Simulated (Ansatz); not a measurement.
# (AlN)2(ZnO)2 [0001] superlattice, started as wurtzite: from the cell to its phonons, part 2 of 2

Aim: the vibrations of (AlN)2(ZnO)2 [0001] superlattice, started as wurtzite, their spectra, and whether the structure is stable.

Ansatz 0.2.0; DFT LDA, scalar-relativistic, plane waves, PAW.

So far. Step 4 (Relaxing to small forces for the phonons): The largest force component left is 0.69 meV/Å and the pressure is 0.000 GPa, within the tolerances set. The cell now holds 10.22 Å³/atom. The relaxed cell has a = 3.271, c = 8.827 Å (conventional setting).

The structure was built from a prototype and need not be the compound's stable phase.

### 5. Linear response at the zone centre

The zone centre is the only wavevector solved here; it holds the modes that light can see, as far as symmetry allows. The response to a homogeneous field gives the Born charges and the dielectric tensor, and its change with displacement the Raman tensors.

Contents of input.yaml:

```yaml
crystal:
  lattice:
    - [3.2710802479, 0.0, 0.0]
    - [-1.635540124, 2.8328385925, 0.0]
    - [0.0, 0.0, 8.8267919298]
  atoms:
    - { symbol: Al, position: [0.3333333333, 0.6666666667, -0.0264631935] }
    - { symbol: Al, position: [0.6666666667, 0.3333333333, 0.2350266472] }
    - { symbol: "N", position: [0.3333333333, 0.6666666667, 0.1925500249] }
    - { symbol: "N", position: [0.6666666667, 0.3333333333, 0.4599376744] }
    - { symbol: O, position: [0.3333333333, 0.6666666667, 0.7650982533] }
    - { symbol: O, position: [0.6666666667, 0.3333333333, 0.9778311804] }
    - { symbol: Zn, position: [0.3333333333, 0.6666666667, 0.4591549963] }
    - { symbol: Zn, position: [0.6666666667, 0.3333333333, 0.6868644168] }
kpoints:
  mp_grid: { grid: [9, 9, 4] }
hamiltonian:
  xc: lda
scf:
  occupations: { method: fixed }
output:
  eigenvalues: true
phonons:
  method: dfpt
  dielectric: true
  rigid_motions: translations
  raman: true
```

Command:

```sh
ansatz run input.yaml --threads 8 --pin off --max-ram 14336MiB --backend cpu --events-out ev --progress --plain --runs-dir out
```

Numbers of over 12 decimals in the logs are rounded to 6 here.

Log:

```text
[...]
Crystal: 8 atoms, lattice volume = 81.793 Å³
Basis set: ecut = 420 eV, 1625 PW (Γ), exchange–correlation on 48×48×120 points (8 copies of the dense FFT grid, shifted against one another)
Bands: 34, of which v1, the nominal top of the filled ones, is band 26 counted from 1 (25 counted from 0)
Symmetry: 6 space group operations
k-points: 95 of 324 (irreducible under 2 space group operations, time reversal used)
[...]
SCF iter   1: F=—  HF=-9383.297099 eV  |F-HF|=—  |Δ(HF+E_count)|=         —  Δρ=1.36e-2  dr2=1.47e-1  ethr=1.77e-3  ⟨swp⟩=4.6  Hψ=12643  notcnv=0  defer=561
[...]
SCF iter  13: F=-9383.254240 eV  HF=-9383.254240 eV  |F-HF|=1.27e-11  |Δ(HF+E_count)|=  4.73e-11  Δρ=2.45e-7  dr2=3.87e-11  ethr=1.00e-12  ⟨swp⟩=12.5  Hψ=20879  notcnv=0
SCF 1 converged in 13 iterations: F = -9383.254240 eV  dr2 = 3.87e-11
[...]
NSCF: frozen V_eff on 4 k-points
DFPT response loops at Γ: preconditioner auto → Resta (q_TF=auto, 2.530 Å⁻¹)  ε∞=9.3 (no band partly filled); β = 1.00, the filter's whole step (`scf.mixing.beta` (0.50) is not read by the response loops at its default; to damp them type it under 1.00, their step now; it binds the ground state too); Broyden in place of MSR1
── the response to a field inside a basis, on 16×16×6 k-points: an SCF that follows is theirs, and a resumed run solves both again ──
Bands: 27, of which v1, the nominal top of the filled ones, is band 26 counted from 1 (25 counted from 0)
k-points: 408
[...]
Eigensolver: Dense (408 Hₖ)
SCF iter   1: F=—  HF=-9383.221151 eV  |F-HF|=—  |Δ(HF+E_count)|=         —  Δρ=5.50e-4  dr2=5.63e-5  ethr=1.00e-1
[...]
SCF iter   9: F=-9383.221134 eV  HF=-9383.221134 eV  |F-HF|=4.91e-11  |Δ(HF+E_count)|=  5.64e-11  Δρ=1.77e-7  dr2=6.26e-11  ethr=1.00e-12
SCF 1 converged in 9 iterations: F = -9383.221134 eV  dr2 = 6.26e-11
[...]
WARN: field response: ε∞ stands inside a basis, on 16×16×6 points; the force constants stand on the 9×9×4 k-mesh, whose period is 12.74 times the interband length at k = (0.0000, 0.0000, 0.0000), direct gap 0.691 eV, under 14: take them and everything formed from them as unconverged, and compare with a denser kpoints.mp_grid
SCF converged after 13 iterations
Free energy (F): -9383.254240 eV
[...]
Internal energy: -9383.254240 eV  (E = F + TS)
E sigma→0 (E₀):  -9383.254240 eV
Fermi energy:    9.929396 eV
[...]
--- Band table (eV; the first three rows and the last of 95) ---
  k-point 0: bands = [... 22 lower, 7.2174, 7.8880, 9.9276, 9.9276, 10.6189, 13.3689, 13.6297, 14.3543, ... 4 higher]
  k-point 1: bands = [... 22 lower, 7.2419, 7.5514, 9.9287, 9.9287, 10.9725, 12.7941, 13.9871, 14.3771, ... 4 higher]
  k-point 2: bands = [... 22 lower, 7.2580, 7.2580, 9.9294, 9.9294, 11.4670, 12.2511, 14.1758, 14.3695, ... 4 higher]
  k-point 94: bands = [... 22 lower, 6.3866, 7.2408, 7.3597, 8.0927, 13.5242, 14.2578, 14.9846, 16.3283, ... 4 higher]
--- Phonons (Γ-DFPT): 16 representative perturbations + reference, on 95 of 324 k-points (Σ response iterations 58) ---
  k mesh reduced under 2 symmetry operations, with k and −k counted as one. Each operation leaves every solved perturbation unchanged. A smaller set is not considered because the run solves the response to a homogeneous field
  ASR residual: 2.668e-4 → 0.000e0 eV/Å²; symmetrization residual: 1.777e-5 eV/Å²
  ASR residual per site (eV/Å²): 2.54e-5 3.39e-5 8.47e-5 3.37e-5 2.67e-4 1.81e-4 4.51e-5 2.96e-5
  Γ frequencies (cm⁻¹): 0.00 0.00 0.00 107.30 107.30 154.42 157.18 157.18 224.84 262.94 262.94 310.53 382.56 382.56 482.55 533.26 533.26 571.33 616.72 616.72 622.55 622.55 685.56 701.19
  ε∞ (high-frequency dielectric tensor):
        5.003737    -0.000000     0.000000
       -0.000000     5.003737    -0.000000
        0.000000    -0.000000     4.798392
  ε⁰ (static dielectric tensor: ions relaxed, cell fixed):
        9.775704    -0.000000     0.000000
       -0.000000     9.775704    -0.000000
        0.000000    -0.000000    22.803511
  ε⁰ − ε∞ (ionic part):
        4.771967    -0.000000     0.000000
       -0.000000     4.771967    -0.000000
        0.000000    -0.000000    18.005120
  softest optical mode at Γ: 107.30 cm⁻¹; the repairs (sum rule, projections) moved no ω² at Γ by more than (3.58 cm⁻¹)²
  Born effective charges Z* (e; rows j = field, columns β = displacement):
    site 0:
         2.65192   -0.00000    0.00000
        -0.00000    2.65192   -0.00000
        -0.00000   -0.00000    3.61862
    site 1:
         2.50431   -0.00000    0.00000
        -0.00000    2.50431   -0.00000
         0.00000   -0.00000    2.90072
    site 2:
        -2.49601    0.00000   -0.00000
         0.00000   -2.49601    0.00000
         0.00000    0.00000   -2.66493
    site 3:
        -2.41040    0.00000    0.00000
         0.00000   -2.41040    0.00000
        -0.00000    0.00000   -2.25286
    site 4:
        -2.04396    0.00000    0.00000
         0.00000   -2.04396    0.00000
        -0.00000    0.00000   -2.70981
    site 5:
        -2.14308    0.00000    0.00000
         0.00000   -2.14308    0.00000
         0.00000    0.00000   -2.57515
    site 6:
         1.96690   -0.00000   -0.00000
        -0.00000    1.96690   -0.00000
         0.00000   -0.00000    1.31172
    site 7:
         1.97033   -0.00000   -0.00000
        -0.00000    1.97033   -0.00000
        -0.00000   -0.00000    2.37169
  Z* charge neutrality: 7.849e-3 e pre-enforcement
  solved inside a basis spanned on kpoints, on 16×16×6 k-points transformed towards the longest dipole: ε∞ is read to err by 2.5e-2, Z* by 3.2e-2 e (field_mesh: kpoints solves on kpoints); Z* is corrected for what the basis lacks
  Raman tensors (in the event stream and the table raman_tensors.tsv): an entry may err by 1.9e0 Å², one of the second-order susceptibility by 4.1e0 pm/V (basis, points and sum rule); their sum over the sites missed zero by 1.365e-4 Å² ahead of its enforcement
  optical modes at Γ without the LO–TO term, one row a degenerate level:
      ω (cm⁻¹)  modes    IR ((D/Å)²/amu)  static Raman (Å⁴/amu)  depolarisation
        107.30      2             0.1342                 1.1450           0.750
        154.42      1             9.0066                16.1294           0.159
        157.18      2             0.1663                 3.2024           0.750
        224.84      1             5.8397                 3.7830           0.142
        262.94      2             0.0861                 2.3668           0.750
        310.53      1             3.7327               378.6475           0.064
        382.56      2            18.9700                 9.8642           0.750
        482.55      1            29.4919               124.5837           0.053
        533.26      2            27.1315                 0.2563           0.750
        571.33      1             4.5760               291.5130           0.015
        616.72      2            17.6988               772.3825           0.750
        622.55      2            28.9917                11.1337           0.750
        685.56      1             5.2474               100.5193           0.040
        701.19      1             3.2973              1114.3842           0.031
  optical modes at Γ + LO–TO along q̂ = [1.0000, 0.0000, 0.0000]:
      ω (cm⁻¹)  modes    IR ((D/Å)²/amu)  static Raman (Å⁴/amu)  depolarisation
        107.30      1             0.0671                 0.5725           0.750
        108.12      1             0.0169                 0.2399           0.750
        154.42      1             9.0066                16.1294           0.159
        157.18      1             0.0831                 1.6012           0.750
        157.87      1             0.0208                 2.0073           0.750
        224.84      1             5.8397                 3.7830           0.142
        262.94      1             0.0431                 1.1834           0.750
        263.12      1             0.0079                 1.4604           0.750
        310.53      1             3.7327               378.6475           0.064
        382.56      1             9.4850                 4.9321           0.750
[...]
optical modes at Γ + LO–TO along q̂ = [0.0000, 1.0000, 0.0000]:
      ω (cm⁻¹)  modes    IR ((D/Å)²/amu)  static Raman (Å⁴/amu)  depolarisation
[...]
optical modes at Γ + LO–TO along q̂ = [0.0000, 0.0000, 1.0000]:
      ω (cm⁻¹)  modes    IR ((D/Å)²/amu)  static Raman (Å⁴/amu)  depolarisation
[...]
382.56      2            18.9700                 9.8642           0.750
        533.26      2            27.1315                 0.2563           0.750
        554.09      1             1.8705               536.4143           0.017
        616.72      2            17.6988               772.3825           0.750
        622.55      2            28.9917                11.1337           0.750
        631.70      1             9.6337                19.4109           0.010
        695.25      1             0.4343               346.6545           0.101
        788.19      1            46.3459              2695.1425           0.002
```

Run time: 9.7 min. Hardware: 8 threads of Intel Xeon 6975P-C (Granite Rapids), shared host; peak memory 6.4 GiB; 70 min of CPU time.

In the SCF lines HF is the Harris–Foulkes energy and dr2 the Hartree energy of the density residual, in eV; the loop may stop once dr2 is under the threshold and the program's other checks hold. Hψ counts applications of the Hamiltonian.

Numbers from this step:

* sum-rule residual before enforcement: 2.67e-4 eV/Å²
* miss of the charge sum rule: 0.007849 e
* estimated error of the dielectric tensor: 0.02460
* estimated error of the Born charges: 0.03221 e
* point group: 3m
* highest optical mode at the zone centre (no LO-TO term): 701.2 cm⁻¹
* lowest optical zone-centre mode: 107.3 cm⁻¹
* mean high-frequency dielectric constant: 4.935
* largest Born charge (third of the trace): 2.974 e
* mean static dielectric constant: 14.12
* top of the zone-centre spectrum with the field: 788.2 cm⁻¹

Without the LO-TO term. Patterns of degenerate modes are one choice out of their space. The modes at Γ (shares of kinetic energy by element, %):

```csv
mode,frequency (cm⁻¹),symmetry,Al %,N %,O %,Zn %
1,0.0,acoustic,22,11,13,53
2,0.0,acoustic,22,11,13,53
3,0.0,acoustic,22,11,13,53
4,107.3,E,2,8,6,83
5,107.3,E,2,8,6,83
6,154.4,A1,8,6,31,55
7,157.2,E,41,12,12,35
8,157.2,E,41,12,12,35
9,224.8,A1,5,3,16,76
10,262.9,E,72,13,11,4
11,262.9,E,72,13,11,4
12,310.5,A1,71,7,11,11
13,382.6,E,6,0,85,9
14,382.6,E,6,0,85,9
15,482.6,A1,48,43,10,0
16,533.3,E,29,1,70,0
17,533.3,E,29,1,70,0
18,571.3,A1,3,14,81,3
19,616.7,E,0,84,0,15
20,616.7,E,0,84,0,15
21,622.5,E,28,70,2,0
22,622.5,E,28,70,2,0
23,685.6,A1,32,46,21,1
24,701.2,A1,12,70,17,1
```

Displacements in mode 4 (107.3 cm⁻¹), the largest set to 1:
```
Al1  0.00 -0.25  0.00
Al2  0.00  0.23  0.00
N3   0.00  0.14  0.00
N4   0.00  0.95  0.00
O5   0.00 -0.74  0.00
O6   0.00 -0.24  0.00
Zn7  0.00  1.00  0.00
Zn8  0.00 -0.98  0.00
```

Displacements in mode 7 (157.2 cm⁻¹), the largest set to 1:
```
Al1  0.07  1.00  0.00
Al2  0.06  0.85  0.00
N3   0.06  0.91  0.00
N4  -0.03 -0.38  0.00
O5   0.00 -0.05  0.00
O6   0.07  0.93  0.00
Zn7 -0.03 -0.48  0.00
Zn8 -0.04 -0.61  0.00
```

Optical modes at the zone centre, without and with the macroscopic field of the longitudinal modes; each column is sorted by frequency, so a row need not hold one and the same mode. Modes with and without the field, by row:

```csv
rank among optical modes,no field (cm⁻¹),"q along (1, 0, 0) (cm⁻¹)","q along (0, 0, 1) (cm⁻¹)"
1,107.3,107.3,107.3
2,107.3,108.1,107.3
3,154.4,154.4,157.2
4,157.2,157.2,157.2
5,157.2,157.9,187.2
6,224.8,224.8,261.1
7,262.9,262.9,262.9
8,262.9,263.1,262.9
9,310.5,310.5,332.2
10,382.6,382.6,382.6
11,382.6,411.2,382.6
12,482.6,482.6,533.3
13,533.3,533.3,533.3
14,533.3,560,554.1
15,571.3,571.3,616.7
16,616.7,616.7,616.7
17,616.7,618.9,622.5
18,622.5,622.5,622.5
19,622.5,685.6,631.7
20,685.6,701.2,695.2
21,701.2,758.3,788.2
```

Born charge (rows field, columns displacement) (e), principal values of the symmetric part by kind of site:

```csv
atom,atoms with these values,low,middle,high,mean
Al1,1,2.65,2.65,3.62,2.97
Al2,1,2.50,2.50,2.90,2.64
N3,1,-2.66,-2.50,-2.50,-2.55
N4,1,-2.41,-2.41,-2.25,-2.36
O5,1,-2.71,-2.04,-2.04,-2.27
O6,1,-2.58,-2.14,-2.14,-2.29
Zn7,1,1.31,1.97,1.97,1.75
Zn8,1,1.97,1.97,2.37,2.10
```

In full for Al2:

```
2.50 0.00 0.00
0.00 2.50 0.00
0.00 0.00 2.90
```

High-frequency dielectric tensor:

```
5.00 0.00 0.00
0.00 5.00 0.00
0.00 0.00 4.80
```

Static dielectric tensor (ions relaxed, fixed cell):

```
 9.78  0.00  0.00
 0.00  9.78  0.00
 0.00  0.00 22.80
```

Transverse modes. Infrared lines, with heights relative to the strongest:

```csv
position (cm⁻¹),label,relative intensity
107,E,0.5
154,A1,31
157,E,0.6
225,A1,20
263,E,0.3
310,A1,13
383,E,64
482,A1,100
533,E,92
571,A1,16
617,E,60
622,E,98
686,A1,18
701,A1,11
```

Activity x (w_L - w)^4 (n + 1)/w, 532 nm, 300 K; the tensors are static ones, while 532 nm light lies above the computed direct gap, where resonance would change the heights; modes without the macroscopic field alone. Raman lines, with heights relative to the strongest:

```csv
position (cm⁻¹),label,relative intensity
107,E,1.8
154,A1,13
157,E,2.5
225,A1,1.6
263,E,0.8
310,A1,100
383,E,1.9
482,A1,18
533,E,0.0
571,A1,33
617,E,78
622,E,1.1
686,A1,8.9
701,A1,96
```

Static second-order susceptibility (pm/V), twice the coefficient d of second-harmonic generation. Second order susceptibility, by row:

```csv
field along,xx,yy,zz,yz,xz,xy
x,0,0,0,0,42.72,-7.38
y,-7.38,7.38,0,42.72,0,0
z,42.72,42.72,51.34,0,0,0
```

Before it was imposed, the acoustic sum rule was missed by 2.7e-4 eV/Å² and the charge sum rule by 0.0078 e. Small misses are needed for a sound result but don't prove that mesh and cutoff are converged. The lowest optical mode is real, 107 cm⁻¹.

The log warns of the k mesh: “the force constants stand on the 9×9×4 k-mesh, whose period is 12.74 times the interband length at k = (0.0000, 0.0000, 0.0000), direct gap 0.691 eV, under 14: take them and everything formed from them as unconverged”.

### 6. Isotope substitution, element N, natural mass 14.007 amu

An isotope changes the mass and not the force constants, so no new electronic calculation is needed; the shifts show which modes move this element.

The same force constants with the mass of N changed from 14.007 to 15.000 u (phonopy, no LO-TO term). Both lists are sorted by frequency; levels can cross, so a row need not hold one and the same mode. Modes under 3 cm⁻¹ are left out. Isotope shifts, by row:

```csv
q,rank,natural mass (cm⁻¹),changed mass (cm⁻¹)
0 0 0,4,107.3,107
0 0 0,5,107.3,107
0 0 0,6,154.4,154.1
0 0 0,7,157.2,156.5
0 0 0,8,157.2,156.5
0 0 0,9,224.8,224.6
0 0 0,10,262.9,261.7
0 0 0,11,262.9,261.7
0 0 0,12,310.5,309.8
0 0 0,13,382.6,382.6
0 0 0,14,382.6,382.6
0 0 0,15,482.6,475.2
0 0 0,16,533.3,533.1
0 0 0,17,533.3,533.1
0 0 0,18,571.3,568.8
0 0 0,19,616.7,599.3
0 0 0,20,616.7,599.3
0 0 0,21,622.5,608
0 0 0,22,622.5,608
0 0 0,23,685.6,672.3
0 0 0,24,701.2,687.6
```

A mode of this element alone would shift by -3.37 %. The highest zone-centre frequency without the field goes from 701.2 to 687.6 cm⁻¹ (-1.9 %). The product of the frequency ratios over all optical modes at Γ is 0.824; the product rule, (m/m′)^(3k/2) (M′/M)^(3/2) with k = 2 such atoms and M the mass of the cell, gives 0.824.

### 7. Another isotope, element O, natural mass 15.999 amu

The same for O, from 16.00 to 18.00 u.

A mode of this element alone would shift by -5.72 %. The highest zone-centre frequency without the field goes from 701.2 to 697.1 cm⁻¹ (-0.6 %). The product of the frequency ratios over all optical modes at Γ is 0.720; the product rule, (m/m′)^(3k/2) (M′/M)^(3/2) with k = 2 such atoms and M the mass of the cell, gives 0.720.

### 8. Isotope substitution, element Zn, natural mass 65.38 amu

The same for Zn, from 65.38 to 67.92 u.

The same force constants with the mass of Zn changed from 65.380 to 67.925 u (phonopy, no LO-TO term). Both lists are sorted by frequency; levels can cross, so a row need not hold one and the same mode. Modes under 3 cm⁻¹ are left out. Isotope shifts, by row:

```csv
q,rank,natural mass (cm⁻¹),changed mass (cm⁻¹)
0 0 0,4,107.3,105.6
0 0 0,5,107.3,105.6
0 0 0,6,154.4,152.8
0 0 0,7,157.2,156.2
0 0 0,8,157.2,156.2
0 0 0,9,224.8,221.6
0 0 0,10,262.9,262.7
0 0 0,11,262.9,262.7
0 0 0,12,310.5,309.9
0 0 0,13,382.6,381.9
0 0 0,14,382.6,381.9
0 0 0,15,482.6,482.5
0 0 0,16,533.3,533.3
0 0 0,17,533.3,533.3
0 0 0,18,571.3,571
0 0 0,19,616.7,614.9
0 0 0,20,616.7,614.9
0 0 0,21,622.5,622.5
0 0 0,22,622.5,622.5
0 0 0,23,685.6,685.5
0 0 0,24,701.2,701.1
```

A mode of this element alone would shift by -1.89 %. The highest zone-centre frequency without the field goes from 701.2 to 701.1 cm⁻¹ (-0.0 %). The product of the frequency ratios over all optical modes at Γ is 0.920; the product rule, (m/m′)^(3k/2) (M′/M)^(3/2) with k = 2 such atoms and M the mass of the cell, gives 0.920.

### 9. Results

| Quantity | Value |
| --- | --- |
| space group after relaxation (within 0.01 Å) | P3m1 |
| volume per atom | 10.2 Å³ |
| gap on the k-mesh | 0.690 eV |
| highest optical mode at the zone centre (no LO-TO term) | 701 cm⁻¹ |
| top of the zone-centre spectrum with the field | 788 cm⁻¹ |
| lowest optical zone-centre mode | 107 cm⁻¹ |
| mean high-frequency dielectric constant | 4.94 |
| mean static dielectric constant | 14.1 |
| largest Born charge (third of the trace) | 2.97 e |
| imaginary modes at Γ (the only wavevector solved) | none |

In words: The structure is stable against zone-centre distortions, since no mode there is imaginary; runs at other wavevectors are not part of this account. Without the field, the optical modes at Γ span 107 to 701 cm⁻¹. The dispersion is not part of this account. The highest mode in this list at Γ, 701.2 cm⁻¹, is mostly motion of N (70 % of the kinetic energy). With the macroscopic field of the longitudinal modes the top of the zone-centre spectrum lies at 788 cm⁻¹, against 701 cm⁻¹ without it. Lattice motion raises the mean dielectric constant from 4.935 to 14.12. The strongest infrared line is at 482 cm⁻¹. Averaged over orientations, the strongest Raman line at 532 nm and 300 K is at 310 cm⁻¹, among the modes without the field; their longitudinal partners can be Raman active too. The tensors are the static, non-resonant ones, while 532 nm light (2.33 eV) lies above the computed gap. With the field response the log warns that the k mesh is coarse for the force constants too, so the frequencies may not be converged. The starting cell was built on a prototype and not taken from a measurement, so the phase need not exist. These are harmonic frequencies at zero temperature: anharmonic shifts, linewidths and thermal expansion are left out.

[Logs are printed without paths, hosts, clocks, repeated set-up lines and the standing remarks that a program may print on its own settings, such as how far it seeks lower states.]

[Hosts, paths, dates, database ids (printed as entryN), source tags and the programs' standing remarks are cut or masked in the printed files.]
